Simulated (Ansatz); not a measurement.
# BeTlF3: complex band structure, part 3 of 4

Aim: relax a made-up compound, BeTlF3, and see how good a tunnel barrier it would be. It is built by putting Be for Ca in the CaTlF3 structure of space group Cm, with the volume rescaled by atomic radii. The parent structure comes from the Materials Project.

Ansatz 0.2.0; PBE DFT, plane waves, PAW files (the session's first sound run).

So far, gap on the k-mesh (eV): step 3 (band edges) 5.01.

The structure was built from a prototype and need not be the compound's stable phase.

## Step 6: Decaying states in the gap, plane (100), k-mesh 6×8×8

Level of this step: PBE DFT, plane waves, PAW files; complex bands by layer matching along the plane's normal (Ansatz).

The same for the (100) plane, at (0, 0), (0, -0.5) and (-0.3854, -0.3646), to see how the decay depends on direction.

File input.yaml:

```yaml
crystal:
  lattice:
    - [4.597532559, 0.0, 0.0]
    - [0.0, 5.994647071, 0.0]
    - [0.720298911, 2.997323535, 3.435588158]
  atoms:
    - { symbol: Be, position: [0.5892729429, 0.3984650774, 0.2030698452] }
    - { symbol: Tl, position: [0.0543544266, 0.9321209986, 0.1357580028] }
    - { symbol: F, position: [0.4541393243, 0.10549694, 0.3612071794] }
    - { symbol: F, position: [0.8824709818, 0.5340351034, 0.9319297932] }
    - { symbol: F, position: [0.4541393243, 0.5332958806, 0.3612071794] }
kpoints:
  mp_grid: { grid: [6, 8, 8] }
scf:
  occupations: { method: fixed }
hamiltonian:
  xc: pbe
output:
  eigenvalues: true
  transmission:
    leads: [[0, 0]]
    kpoints: [[0.0, 0.0], [0.0, -0.5], [-0.3854, -0.3646]]
    e_range: [-1.0, 6.01]
    de: 0.12
```

Run with:

```console
$ ansatz run input.yaml --threads 2 --pin off --max-ram 4096MiB --backend cpu --events-out ev --progress --plain --runs-dir out
```

Numbers of over 12 decimals in the logs are rounded to 6 here.

Log:

```text
[...]
Crystal: 5 atoms, lattice volume = 94.687 Å³
Basis set: ecut = 420 eV, 1859 PW (Γ)
Bands: 23, of which v1, the nominal top of the filled ones, is band 18 counted from 1 (17 counted from 0)
Symmetry: 2 space group operations
[...]
k-points: 114 of 384 (time reversal used)
[...]
SCF iter   1: F=—  HF=-13966.775539 eV  |F-HF|=—  |Δ(HF+E_count)|=         —  Δρ=1.16e-3  dr2=1.39e-3  ethr=1.77e-3  ⟨swp⟩=4.8  Hψ=10733  notcnv=0  defer=331
[...]
SCF iter   6: F=-13966.776987 eV  HF=-13966.776987 eV  |F-HF|=7.03e-8  |Δ(HF+E_count)|=   1.43e-6  Δρ=7.81e-6  dr2=7.21e-8  ethr=2.78e-10  ⟨swp⟩=7.5  Hψ=10343  notcnv=0
SCF 1 converged in 6 iterations: F = -13966.776987 eV  dr2 = 7.21e-8
[...]
transmission: 5 of 15 steps passed
transmission: 10 of 15 steps passed
transmission: 15 of 15 steps passed
SCF converged after 6 iterations
Free energy (F): -13966.776987 eV
[...]
Internal energy: -13966.776987 eV  (E = F + TS)
E sigma→0 (E₀):  -13966.776987 eV
Fermi energy:    0.321094 eV
[...]
--- Band table (eV; the first three rows and the last of 114) ---
  k-point 0: bands = [... 14 lower, -1.1572, -1.0968, -1.0961, -0.6192, 7.9802, 7.9985, 8.2700, 8.5650, ... 1 higher]
  k-point 1: bands = [... 14 lower, -1.1691, -1.0975, -0.6680, -0.6237, 7.2280, 7.7221, 8.2171, 9.1430, ... 1 higher]
  k-point 2: bands = [... 14 lower, -1.2401, -1.0818, -0.6397, -0.1365, 6.4750, 7.2350, 8.3206, 9.5243, ... 1 higher]
  k-point 113: bands = [... 14 lower, -1.1570, -1.0448, -0.6708, 0.2796, 6.3059, 7.2524, 7.4274, 9.8977, ... 1 higher]
--- Transmission ---
  basis      : 243 plane waves across, 5 finite elements along
  points     : 3, as listed
[...]
crystal 0  : F3Tl1Be1, at the sites [0, 0], period 3.4356 Å: whole cells are its period
[...]
channels       : 0.000000e0 a spin
[...]
slowest decay  : 0.4675 /Å at (0.0000, -0.5000)
```

Elapsed: 52 s, on 2 threads of Arm Neoverse V2, shared host; peak memory 0.68 GiB; 1.7 min of CPU time.

This step gave:

* Fermi energy: 0.3211 eV
* level to which the leads are filled: 2.506 eV from the Fermi level
* decay constant at the filling level, zone centre: 0.5572 Å⁻¹
* decay constant at the filling level, slowest listed point: 0.4675 Å⁻¹

K parallel (0, 0); values up to 1.5 1/Å, a degenerate pair printed once or twice; energies at which all values exceed this have no row. Table of Im kz of the slowest decaying states by energy, zero at the highest filled level on the SCF mesh:

```tsv
energy (eV)	decay 1 (Å⁻¹)	decay 2 (Å⁻¹)	decay 3 (Å⁻¹)	decay 4 (Å⁻¹)
-1.00	0.226	0.510	0.576	0.598
-0.76	0.652	0.666	0.673	0.777
-0.40	0.709	0.768	0.777	0.832
-0.16	0.616	0.739	0.822	0.886
-0.04	0.0804	0.558	0.751	0.840
0.08	0.346	0.453	0.763	0.856
0.44	0.478	0.792	0.894	0.965
0.68	0.505	0.808	0.913	0.983
0.92	0.525	0.821	0.928	0.997
1.28	0.544	0.837	0.945	1.01
1.52	0.552	0.845	0.952	1.02
1.76	0.557	0.851	0.956	1.03
2.12	0.560	0.857	0.959	1.04
2.36	0.559	0.860	0.957	1.04
2.60	0.555	0.861	0.953	1.04
2.84	0.550	0.861	0.946	1.05
3.20	0.538	0.858	0.930	1.05
3.44	0.528	0.855	0.914	1.05
3.68	0.515	0.850	0.894	1.05
4.04	0.492	0.841	0.855	1.05
4.28	0.473	0.822	0.833	1.05
4.52	0.451	0.783	0.824	1.06
4.88	0.411	0.713	0.808	1.06
5.12	0.377	0.660	0.795	1.06
5.36	0.333	0.599	0.781	1.07
5.72	0.229	0.490	0.756	1.06
5.96	0.154	0.398	0.736	1.03
```

K parallel (0, -0.5); values up to 1.5 1/Å, a degenerate pair printed once or twice; energies at which all values exceed this have no row. Table of Im kz of the slowest decaying states by energy, zero at the highest filled level on the SCF mesh:

```tsv
energy (eV)	decay 1 (Å⁻¹)	decay 2 (Å⁻¹)	decay 3 (Å⁻¹)	decay 4 (Å⁻¹)
-1.000	0.651	0.729	1.11	-
-0.520	0.419	0.664	0.845	1.09
-0.040	0.755	0.976	1.15	-
0.440	0.378	0.810	1.05	1.19
1.040	0.454	0.855	1.11	1.22
1.520	0.475	0.879	1.13	1.24
2.000	0.478	0.895	1.15	1.26
2.480	0.467	0.906	1.15	1.28
2.960	0.445	0.911	1.15	1.29
3.440	0.409	0.912	1.15	1.30
4.040	0.340	0.908	1.14	1.31
4.520	0.253	0.900	1.12	1.29
5.000	0.0417	0.889	1.11	1.28
5.480	0.874	1.09	1.30	1.39
```

K parallel (-0.3854, -0.3646); values up to 1.5 1/Å, a degenerate pair printed once or twice; energies at which all values exceed this have no row. Table of Im kz of the slowest decaying states by energy, zero at the highest filled level on the SCF mesh:

```tsv
energy (eV)	decay 1 (Å⁻¹)	decay 2 (Å⁻¹)	decay 3 (Å⁻¹)	decay 4 (Å⁻¹)
-1.00	0.480	0.493	0.502	0.506
-0.76	0.515	0.561	0.565	0.569
-0.40	0.485	0.518	0.630	0.712
-0.16	0.216	0.290	0.694	0.763
-0.04	0.424	0.727	0.775	0.868
0.08	0.280	0.499	0.756	0.782
0.44	0.514	0.591	0.800	0.812
0.68	0.577	0.620	0.811	0.822
0.92	0.620	0.638	0.820	0.822
1.28	0.652	0.662	0.816	0.830
1.52	0.655	0.682	0.809	0.834
1.76	0.655	0.697	0.800	0.836
2.12	0.650	0.709	0.781	0.837
2.36	0.643	0.712	0.767	0.835
2.60	0.634	0.710	0.750	0.831
2.84	0.623	0.703	0.732	0.825
3.20	0.603	0.683	0.701	0.814
3.44	0.586	0.665	0.678	0.804
3.68	0.567	0.643	0.653	0.792
4.04	0.534	0.605	0.611	0.771
4.28	0.508	0.575	0.578	0.754
4.52	0.478	0.541	0.542	0.735
4.88	0.424	0.475	0.484	0.702
5.12	0.380	0.419	0.438	0.676
5.36	0.325	0.345	0.383	0.645
5.72	0.119	0.197	0.270	0.590
5.96	0.117	0.119	0.543	1.11
```

At the listed wavevectors the last open channel is at -0.04 eV and the next at +5.12 eV on the grid. At +2.48 eV, the grid energy nearest the filling level (the middle of the gap on the SCF mesh), the slowest state at the listed wavevectors decays with κ = 0.468 Å⁻¹, its amplitude falling by e over 2.1 Å; the first such run, plane (001), gave 0.414 Å⁻¹.

## Step 7: Band edges at another level

This step: LDA DFT, plane waves, PAW files (Ansatz 0.2.0).

The edges again with LDA, at the same atoms.

File input.yaml:

```yaml
crystal:
  lattice:
    - [3.4926310788, -2.9973235353, 0.3516029841]
    - [3.4926310788, 2.9973235353, 0.3516029841]
    - [0.4879477759, 0.0, 4.571565662]
  atoms:
    - { symbol: Be, position: [0.6015349226, 0.6015349226, 0.5892729429] }
    - { symbol: Tl, position: [0.0678790014, 0.0678790014, 1.0543544266] }
    - { symbol: F, position: [0.4667041194, -0.10549694, 0.4541393243] }
    - { symbol: F, position: [0.4659648966, 0.4659648966, 0.8824709818] }
    - { symbol: F, position: [-0.10549694, 0.4667041194, 0.4541393243] }
kpoints:
  mp_grid: { grid: [6, 6, 6] }
  band_path: { path: [VBM, CBM], npoints: 30 }
scf:
  occupations: { method: fixed }
hamiltonian:
  xc: lda
output:
  eigenvalues: true
```

Log:

```text
[...]
Crystal: 5 atoms, lattice volume = 94.687 Å³
Basis set: ecut = 420 eV, 1859 PW (Γ)
Bands: 23, of which v1, the nominal top of the filled ones, is band 18 counted from 1 (17 counted from 0)
Symmetry: 2 space group operations
[...]
k-points: 68 of 216 (time reversal used)
[...]
SCF iter   1: F=—  HF=-13620.194235 eV  |F-HF|=—  |Δ(HF+E_count)|=         —  Δρ=1.36e-2  dr2=1.32e-1  ethr=1.77e-3  ⟨swp⟩=4.9  Hψ=6396  notcnv=0  defer=195
[...]
SCF iter   8: F=-13620.154218 eV  HF=-13620.154218 eV  |F-HF|=2.47e-9  |Δ(HF+E_count)|=   3.49e-8  Δρ=3.63e-6  dr2=1.06e-8  ethr=2.78e-10  ⟨swp⟩=1.0  Hψ=4555  notcnv=0
SCF 1 converged in 8 iterations: F = -13620.154218 eV  dr2 = 1.06e-8
[...]
SCF converged after 8 iterations
Free energy (F): -13620.154218 eV
[...]
Internal energy: -13620.154218 eV  (E = F + TS)
E sigma→0 (E₀):  -13620.154218 eV
Fermi energy:    -0.125312 eV
[...]
--- Band table (eV; the first three rows and the last of 68) ---
  k-point 0: bands = [... 14 lower, -1.6611, -1.5036, -1.5027, -1.0206, 7.3710, 7.3896, 7.6754, 7.8721, ... 1 higher]
  k-point 1: bands = [... 14 lower, -1.5749, -1.5217, -1.0365, -1.0315, 6.3135, 7.4493, 7.6835, 8.4417, ... 1 higher]
  k-point 2: bands = [... 14 lower, -1.5852, -1.5678, -1.0667, -0.4262, 5.1586, 7.6049, 7.7753, 8.7746, ... 1 higher]
  k-point 67: bands = [... 14 lower, -1.3841, -1.3796, -0.9157, -0.6193, 5.7747, 6.7512, 6.7645, 8.7620, ... 1 higher]
```

It took 31 s on 2 threads; peak memory 0.37 GiB; 60 s of CPU time.

Numbers from this step:

| Quantity | Value |
| --- | --- |
| free energy | -13620.1542 eV |
| Fermi energy | -0.1253 eV |
| gap on the k-mesh | 4.810 eV |
| gap on path | 4.809 eV, by band count; negative where bands overlap |
| direct gap on path | 4.842 eV |
| edge places on path | 0, 1.340 1/A along the path |

Electronic bands along the path, in eV, zero at the Fermi level (highest filled level under fixed occupations); v1 is the highest filled band, c1 the lowest empty one:

```tsv
point	v4	v3	v2	v1	c1	c2	c3
VBM	-1.57	-1.36	-0.98	0.00	5.66	6.22	7.95
halfway	-1.45	-1.40	-0.91	-0.85	6.30	7.44	7.76
CBM	-1.47	-1.46	-0.95	-0.03	4.81	7.81	7.95
```

The searched edges give 4.81 eV, as on the mesh.

For the gap on the k-mesh, step 3 gave 5.01 eV; this run, with LDA, gives 4.81 eV.

## Step 8: Complex bands at another level

This step: LDA DFT, plane waves, PAW files; complex bands by layer matching along the plane's normal (Ansatz 0.2.0).

The complex bands at that level, over its own gap, at (0, 0) and (-0.5, 0).

File input.yaml:

```yaml
crystal:
  lattice:
    - [4.615847147, 0.0, 0.0]
    - [0.723192954, 4.558841611, 0.0]
    - [0.717440936, 0.612600679, 4.499700495]
  atoms:
    - { symbol: Be, position: [0.6015349226, 0.6015349226, 0.5892729429] }
    - { symbol: Tl, position: [0.0678790014, 0.0678790014, 0.0543544266] }
    - { symbol: F, position: [0.4667041194, 0.89450306, 0.4541393243] }
    - { symbol: F, position: [0.4659648966, 0.4659648966, 0.8824709818] }
    - { symbol: F, position: [0.89450306, 0.4667041194, 0.4541393243] }
kpoints:
  mp_grid: { grid: [6, 6, 6] }
scf:
  occupations: { method: fixed }
hamiltonian:
  xc: lda
output:
  eigenvalues: true
  transmission:
    leads: [[0, 0]]
    kpoints: [[0.0, 0.0], [-0.5, 0.0]]
    e_range: [-1.0, 5.81]
    de: 0.14
```

Log:

```text
[...]
Crystal: 5 atoms, lattice volume = 94.687 Å³
Basis set: ecut = 420 eV, 1859 PW (Γ)
Bands: 23, of which v1, the nominal top of the filled ones, is band 18 counted from 1 (17 counted from 0)
Symmetry: 2 space group operations
[...]
k-points: 68 of 216 (time reversal used)
[...]
SCF iter   1: F=—  HF=-13620.194238 eV  |F-HF|=—  |Δ(HF+E_count)|=         —  Δρ=1.36e-2  dr2=1.32e-1  ethr=1.77e-3  ⟨swp⟩=4.9  Hψ=6396  notcnv=0  defer=195
[...]
SCF iter   8: F=-13620.154218 eV  HF=-13620.154218 eV  |F-HF|=1.69e-9  |Δ(HF+E_count)|=   3.35e-8  Δρ=3.47e-6  dr2=1.02e-8  ethr=2.78e-10  ⟨swp⟩=1.0  Hψ=4565  notcnv=0
SCF 1 converged in 8 iterations: F = -13620.154218 eV  dr2 = 1.02e-8
[...]
transmission: 7 of 14 steps passed
transmission: 14 of 14 steps passed
SCF converged after 8 iterations
Free energy (F): -13620.154218 eV
[...]
Internal energy: -13620.154218 eV  (E = F + TS)
E sigma→0 (E₀):  -13620.154218 eV
Fermi energy:    -0.125312 eV
[...]
--- Band table (eV; the first three rows and the last of 68) ---
  k-point 0: bands = [... 14 lower, -1.6611, -1.5036, -1.5027, -1.0206, 7.3710, 7.3896, 7.6754, 7.8721, ... 1 higher]
  k-point 1: bands = [... 14 lower, -1.5749, -1.5217, -1.0365, -1.0315, 6.3135, 7.4493, 7.6835, 8.4417, ... 1 higher]
  k-point 2: bands = [... 14 lower, -1.5852, -1.5678, -1.0667, -0.4262, 5.1586, 7.6049, 7.7753, 8.7746, ... 1 higher]
  k-point 67: bands = [... 14 lower, -1.3841, -1.3796, -0.9157, -0.6193, 5.7747, 6.7512, 6.7645, 8.7620, ... 1 higher]
--- Transmission ---
  basis      : 185 plane waves across, 7 finite elements along
  points     : 2, as listed
[...]
crystal 0  : F3Tl1Be1, at the sites [0, 0], period 4.4997 Å: whole cells are its period
[...]
channels       : 0.000000e0 a spin
[...]
slowest decay  : 0.4026 /Å at (0.0000, 0.0000)
```

Wall time 27 s (2 threads); peak memory 0.48 GiB; 42 s of CPU time.

This step gave:

- level to which the leads are filled: 2.405 eV from the Fermi level
- decay constant at the filling level, zone centre: 0.4026 Å⁻¹
- decay constant at the filling level, slowest listed point: 0.4026 Å⁻¹

K parallel (0, 0); values up to 1.5 1/Å, a degenerate pair printed once or twice; energies at which all values exceed this have no row. Table of Im kz of the slowest decaying states by energy, zero at the highest filled level on the SCF mesh:

```tsv
energy (eV)	decay 1 (Å⁻¹)	decay 2 (Å⁻¹)	decay 3 (Å⁻¹)	decay 4 (Å⁻¹)
-1.00	0.381	0.665	0.724	0.877
-0.72	0.561	0.721	0.912	0.923
-0.44	0.755	0.959	0.995	1.22
-0.16	0.821	0.987	1.05	1.24
-0.02	0.0391	0.847	0.999	1.07
0.12	0.159	0.869	1.01	1.09
0.40	0.257	0.905	1.03	1.12
0.68	0.314	0.934	1.04	1.14
0.82	0.335	0.946	1.04	1.16
1.10	0.366	0.930	1.00	1.05
1.38	0.387	0.923	1.05	1.05
1.66	0.399	0.918	1.05	1.08
1.94	0.405	0.913	1.04	1.11
2.22	0.405	0.908	1.03	1.13
2.50	0.399	0.901	1.03	1.15
2.78	0.389	0.893	1.02	1.14
3.06	0.373	0.884	1.00	1.13
3.34	0.353	0.873	0.991	1.12
3.62	0.326	0.861	0.977	1.10
3.90	0.292	0.847	0.962	1.09
4.04	0.272	0.840	0.954	1.09
4.32	0.222	0.823	0.919	0.954
4.60	0.148	0.805	0.889	0.947
4.88	0.785	0.861	0.934	1.06
5.16	0.762	0.833	0.919	1.04
5.44	0.736	0.803	0.900	1.03
5.72	0.706	0.772	0.879	1.02
```

K parallel (-0.5, 0); values up to 1.5 1/Å, a degenerate pair printed once or twice; energies at which all values exceed this have no row. Im kz of the slowest decaying states against energy, zero at the highest filled level on the SCF mesh:

```tsv
energy (eV)	decay 1 (Å⁻¹)	decay 2 (Å⁻¹)	decay 3 (Å⁻¹)	decay 4 (Å⁻¹)
-1.000	0.297	0.654	0.747	1.02
-0.440	0.531	0.689	0.906	0.921
-0.020	0.343	0.747	0.768	1.000
0.540	0.611	0.739	0.980	1.13
0.960	0.619	0.721	1.05	1.17
1.520	0.612	0.695	1.16	1.18
1.940	0.597	0.672	1.15	1.17
2.500	0.563	0.637	1.11	1.16
3.060	0.514	0.594	1.08	1.14
3.480	0.463	0.557	1.07	1.12
4.040	0.369	0.499	1.04	1.09
4.460	0.259	0.446	1.03	1.07
5.020	0.355	1.00	1.02	1.33
5.440	0.257	0.961	0.980	1.01
```

At the listed wavevectors the last open channel is at -0.16 eV and the next at +4.88 eV on the grid. At +2.36 eV, the grid energy nearest the filling level (the middle of the gap on the SCF mesh), the slowest state at the listed wavevectors decays with κ = 0.403 Å⁻¹, its amplitude falling by e over 2.5 Å; the first such run, plane (001), gave 0.414 Å⁻¹ over as many of its listed wavevectors.

(Part 3 of 4 ends here.)

[Logs are printed without paths, hosts, clocks, repeated set-up lines and the standing remarks that a program may print on its own settings, such as how far it seeks lower states.]

[Hosts, paths, dates, database ids (printed as entryN), source tags and the programs' standing remarks are cut or masked in the printed files.]
